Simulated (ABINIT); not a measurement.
# BiOCl (P4/nmm): G0W0 with ABINIT, start to end, part 3 of 3

Aim: the G0W0 gap of BiOCl (P4/nmm) on PBEsol, step by step.

ABINIT 10.8.3; PBEsol and many-body steps on it, plane waves. Known limits of the many-body steps: not at the basis limit; no spin-orbit coupling; coarse k mesh.

So far. Step 4 (Empty states on the mesh, 4×4×2 mesh, 98 bands): On this mesh the gap is 2.623 eV. Step 5 (Screening, 4×4×2 mesh, 90 bands, screening to 98 eV): Local fields lower ε∞ by 12 %. On a Γ-centred mesh this coarse the value itself is usually too large, while a short band sum pulls it down.

### 6. Self-energy, 4×4×2 mesh, 90 bands, screening to 98 eV

The self-energy is evaluated for the states that the input lists, and the levels follow from it, in one-shot runs by the linearised quasiparticle equation.

This step: G0W0 on PBEsol, plane waves, norm-conserving pseudopotentials.

Contents of run.abi:

```
acell 3*1.0 Angstrom
rprim 
  3.885510000000 0.000000000000 0.000000000000
  0.000000000000 3.885510000000 0.000000000000
  0.000000000000 0.000000000000 7.348900000000
ntypat 3
znucl 83 17 8
natom 6
typat 1 1 2 2 3 3
xred 
  0.500000000000 0.000000000000 0.329040000000
  0.000000000000 0.500000000000 0.670960000000
  0.000000000000 0.500000000000 0.147200000000
  0.500000000000 0.000000000000 0.852800000000
  0.000000000000 0.000000000000 0.500000000000
  0.500000000000 0.500000000000 0.500000000000
pp_dirpath "pseudos"
pseudos "Bi.upf, Cl.upf, O.upf"
ecut 42
ngkpt 4 4 2
nshiftk 1
shiftk 0 0 0
kptopt 1
chksymbreak 0
istwfk *1
occopt 1
irdwfk 1
optdriver 4
nband 90
gwcalctyp 0
ecutsigx 42
symsigma 1
nkptgw 3
kptgw 
  0.5000000000 0.0000000000 0.5000000000
  0.0000000000 0.0000000000 0.5000000000
  0.0000000000 0.0000000000 0.0000000000
bdgw 
  35 38
  35 38
  35 38
ecuteps 3.6
irdscr 1
ppmodel 1
indata_prefix "in"
outdata_prefix "out"
tmpdata_prefix "tmp"
```

On the command line:

```bash
$ OMP_NUM_THREADS=1 mpirun -n 4 abinit run.abi > log
```

Numbers of over 12 decimals in the logs are rounded to 6 here.

The log of the run:

```text
.Version 10.8.3 of ABINIT. v10.8.2 released Aug 2026.

 Symmetries : space group P4/n m m (#129); Bravais tP (primitive tetrag.)
[... echo of the input left out ...]
== DATASET  1 ==================================================================
-   mpi_nproc: 4, omp_nthreads: 1 (-1 if OMP is not activated)

--- !DatasetInfo
iteration_state: {dtset: 1, }
dimensions: {natom: 6, nkpt: 12, mband: 90, nsppol: 1, nspinor: 1, nspden: 1, mpw: 9764, }
cutoff_energies: {ecut:  42.0, pawecutdg:  -1.0, }
electrons: {nelect:   7.20000000E+01, charge:   0.00000000E+00, occopt:   1.00000000E+00, tsmear:   1.00000000E-02, }

 SIGMA: Calculation of the GW corrections

 Based on a program developped by R.W. Godby, V. Olevano, G. Onida, and L. Reining.
 Incorporated in ABINIT by V. Olevano, G.-M. Rignanese, and M. Torrent.
.Using double precision arithmetic ; gwpc =  8

[... cell and pseudopotentials left out ...]
--------------------------------------------------------------------------------

 ==== K-mesh for the wavefunctions ====
 Number of points in the irreducible wedge :    12
[... list of points left out ...]
 Together with 16 symmetry operations and time-reversal symmetry
 yields    32 points in the full Brillouin Zone.

 ==== Q-mesh for screening function ====
 Number of points in the irreducible wedge :    12
[... list of points left out ...]
 Together with 16 symmetry operations and time-reversal symmetry
 yields    32 points in the full Brillouin Zone.

 vcoul_init : cutoff-mode = AUXILIARY_FUNCTION
 q-points for optical limit:   1
     1)      0.000010    0.000020    0.000030
 setmesh: FFT mesh size selected  =    48x   48x   90
          total number of points  =       207360

 Number of electrons calculated from density =   72.0000; Expected =   72.0000
 average of density, n =  0.096165
 r_s =    1.3540
 omega_plasma =   29.9133 [eV]

 === KS Band Gaps ===
  >>>> For spin  1
   Minimum direct gap =   2.9274 [eV], located at k-point      :   0.0000  0.0000  0.5000
   Fundamental gap    =   2.6228 [eV], Top of valence bands at :   0.5000  0.0000  0.5000
                                       Bottom of conduction at :   0.0000  0.0000  0.5000
 SIGMA fundamental parameters:
 PLASMON POLE MODEL  1
 number of plane-waves for SigmaX                 9725
 number of plane-waves for SigmaC and W            239
 number of plane-waves for wavefunctions          9725
 number of bands                                    90
 number of independent spin polarizations            1
 number of spinorial components                      1
 number of k-points in IBZ                          12
 number of q-points in IBZ                          12
 number of symmetry operations                      16
 number of k-points in BZ                           32
 number of q-points in BZ                           32
 number of frequencies for dSigma/dE                 9
 frequency step for dSigma/dE [eV]                0.25
 number of omega for Sigma on real axis              0
 max omega for Sigma on real axis  [eV]           0.00
 zcut for avoiding poles [eV]                     0.10

 EPSILON^-1 parameters (SCR file):
 dimension of the eps^-1 matrix on file            239
 dimension of the eps^-1 matrix used               239
 number of plane-waves for wavefunctions          9725
 number of bands                                    90
 number of q-points in IBZ                          12
 number of frequencies                               2
 number of real frequencies                          1
 number of imag frequencies                          1

 matrix elements of self-energy operator (all in [eV])

 Perturbative Calculation

--- !SelfEnergy_ee
iteration_state: {dtset: 1, }
kpoint     : [   0.500,    0.000,    0.500, ]
spin       : 1
KS_gap     :    4.426
QP_gap     :    5.747
Delta_QP_KS:    1.321
data: !SigmaeeData |
     Band     E0 <VxcDFT>   SigX SigC(E0)      Z dSigC/dE  Sig(E)    E-E0       E
       35   5.725 -16.351 -19.782   3.313   0.794  -0.259 -16.445  -0.094   5.631
       36   5.725 -16.351 -19.782   3.313   0.794  -0.259 -16.445  -0.094   5.631
       37  10.150 -13.502  -9.296  -2.718   0.825  -0.212 -12.275   1.228  11.378
       38  10.150 -13.502  -9.296  -2.718   0.825  -0.212 -12.275   1.228  11.378

--- !SelfEnergy_ee
iteration_state: {dtset: 1, }
kpoint     : [   0.000,    0.000,    0.500, ]
spin       : 1
KS_gap     :    2.927
QP_gap     :    4.439
Delta_QP_KS:    1.511
data: !SigmaeeData |
     Band     E0 <VxcDFT>   SigX SigC(E0)      Z dSigC/dE  Sig(E)    E-E0       E
       35   5.417 -18.175 -22.230   4.217   0.776  -0.288 -18.049   0.126   5.542
       36   5.420 -14.794 -18.665   3.291   0.799  -0.251 -15.257  -0.463   4.957
       37   8.348 -12.441  -8.505  -2.683   0.836  -0.195 -11.393   1.048   9.396
       38   8.731 -12.211  -7.901  -2.897   0.840  -0.190 -11.024   1.187   9.918

--- !SelfEnergy_ee
iteration_state: {dtset: 1, }
kpoint     : [   0.000,    0.000,    0.000, ]
spin       : 1
KS_gap     :    3.823
QP_gap     :    4.955
Delta_QP_KS:    1.132
data: !SigmaeeData |
     Band     E0 <VxcDFT>   SigX SigC(E0)      Z dSigC/dE  Sig(E)    E-E0       E
       35   4.818 -15.047 -19.196   3.726   0.788  -0.268 -15.380  -0.333   4.485
       36   5.028 -16.715 -20.274   3.585   0.788  -0.269 -16.694   0.021   5.049
       37   8.851 -13.262  -9.141  -2.738   0.834  -0.199 -12.109   1.153  10.004
       38   9.553 -13.220  -9.111  -2.648   0.832  -0.202 -12.005   1.215  10.768

== END DATASET(S) ==============================================================
================================================================================

 -outvars: echo values of variables after computation  --------
           etotal      0.0000000000E+00
            nband          90
             nkpt          12
          spgroup         129
 [... the other variables as echoed above ...]

 Calculation completed.
```

It took 22 s on 4 MPI ranks of Intel Xeon Platinum 8488C (Sapphire Rapids), shared host; peak memory 2.4 GiB.

Numbers from this step:

```
G0W0 gap on the points computed              : 3.765 eV
starting gap on the mesh                     : 2.623 eV
k of the valence top                         : 0.5, 0, 0.5
k of the conduction bottom                   : 0, 0, 0.5
Z at the valence top                         : 0.794
Z at the conduction bottom                   : 0.836
least direct G0W0 gap on the computed points : 3.854 eV
```

The gap on the mesh goes from 2.62 eV to 3.77 eV, a correction of +1.14 eV.

Limits: finite bands, cutoff and mesh; no spin-orbit coupling; coarse k mesh. v1 is the top filled band, c1 the lowest empty one. The levels before and after the correction (eV, zero at the valence-band top of each column):

```csv
,conduction bottom,valence top
Kohn-Sham,2.62,0.00
G0W0,3.77,0.00
```

```csv
,level,energy (eV)
Kohn-Sham,(0.5 0 0.5) v2-v1,0.000
Kohn-Sham,(0.5 0 0.5) c1-c2,4.425
Kohn-Sham,(0 0 0.5) v2,-0.308
Kohn-Sham,(0 0 0.5) v1,-0.305
Kohn-Sham,(0 0 0.5) c1,2.623
Kohn-Sham,(0 0 0.5) c2,3.006
G0W0,(0.5 0 0.5) v2-v1,0.000
G0W0,(0.5 0 0.5) c1-c2,5.747
G0W0,(0 0 0.5) v2,-0.089
G0W0,(0 0 0.5) v1,-0.674
G0W0,(0 0 0.5) c1,3.765
G0W0,(0 0 0.5) c2,4.287
```

### 7. Where the time went

Times are wall times on 4 MPI ranks of Intel Xeon Platinum 8488C (Sapphire Rapids), shared host, good to a factor of about two.

```csv
step,time,share,memory (GiB)
ground state,80 s,17 %,0.51
bands along the symmetry lines,1.7 min,22 %,0.62
empty states on the mesh,1.8 min,24 %,0.56
screening,2.5 min,33 %,2.6
self-energy,22 s,5 %,2.4
```

### 8. Outcome

* PBEsol gap: 2.55 eV, indirect
* G0W0 gap on the mesh: 3.77 eV
* G0W0 gap over the zone (rigid shift): 3.69 eV
* GW settings: 4×4×2 mesh, 90 bands, screening to 98 eV, Godby-Needs plasmon pole
* known limits: not at the basis limit; no spin-orbit coupling; coarse k mesh

What this shows: G0W0 moves the gap on the mesh from 2.62 eV to 3.77 eV (+1.14 eV), with Z of 0.79 and 0.84 at the edges. The mesh misses the band edges by 0.07 eV in all; a rigid shift gives 3.69 eV for the zone. Local fields lower the RPA ε∞ on this mesh from 6.85 to 6.05; a Γ-centred mesh this coarse tends to raise both, most where the direct gap is narrow, while a short band sum lowers them. Only 3 of the mesh's irreducible points were corrected, so a valley elsewhere could overtake. Against experiment, by G0W0@PBEsol: the gap of 3.69 eV lies +0.25 eV from the measured 3.44 eV (optical, 2022); the gap of 3.69 eV lies +0.33 eV from the measured 3.36 eV (optical, 2021). An exciton line or allowed optical edge lies below the quasiparticle gap by the binding energy; a forbidden edge can push the onset above it. The calculation has static nuclei and no excitons; a measured gap holds zero-point and thermal motion, which mostly lowers it. With atoms this heavy the missing spin-orbit coupling can matter too. Bands and cutoff are finite, so the gap is not at the basis limit. The miss can reach some tenths of an eV and take either sign; the mesh is an error of its own. In the G0W0 run levels were corrected at 3 k points alone, so a gap called «on the mesh» is the least over those, and an edge elsewhere would be missed. A denser mesh or path gives a starting gap of 2.55 eV: the GW mesh misses a band edge, so its gaps are not the fundamental one. The 4×4×2 mesh is coarse for this cell, which bears on the long-range parts of exchange and screening. Where an edge is built on 6p states of lead, bismuth or thallium, scalar-relativistic gaps usually stand too wide, by a few tenths to over one eV.

[Paths, hosts, dates, memory and timing lines, banners, echoed tables and standing remarks are left out of the program output.]

[Logs are printed without paths, hosts, clocks, repeated set-up lines and the standing remarks that a program may print on its own settings, such as how far it seeks lower states.]

[Runs of the session that timed out or met a known fault of the program may be left out.]

[Hosts, paths, dates, database ids (printed as entryN), source tags and the programs' standing remarks are cut or masked in the printed files.]

[G0W0 gaps are taken among the corrected bands and points alone; a level outside them can change the order at an edge.]

[Where Ansatz stands beside ABINIT at settings called matched, ABINIT's density can come from a denser mesh and the files from another edition; pairs whose starting gaps differed by over 0.03 eV were left out, so agreement reads better than it is.]
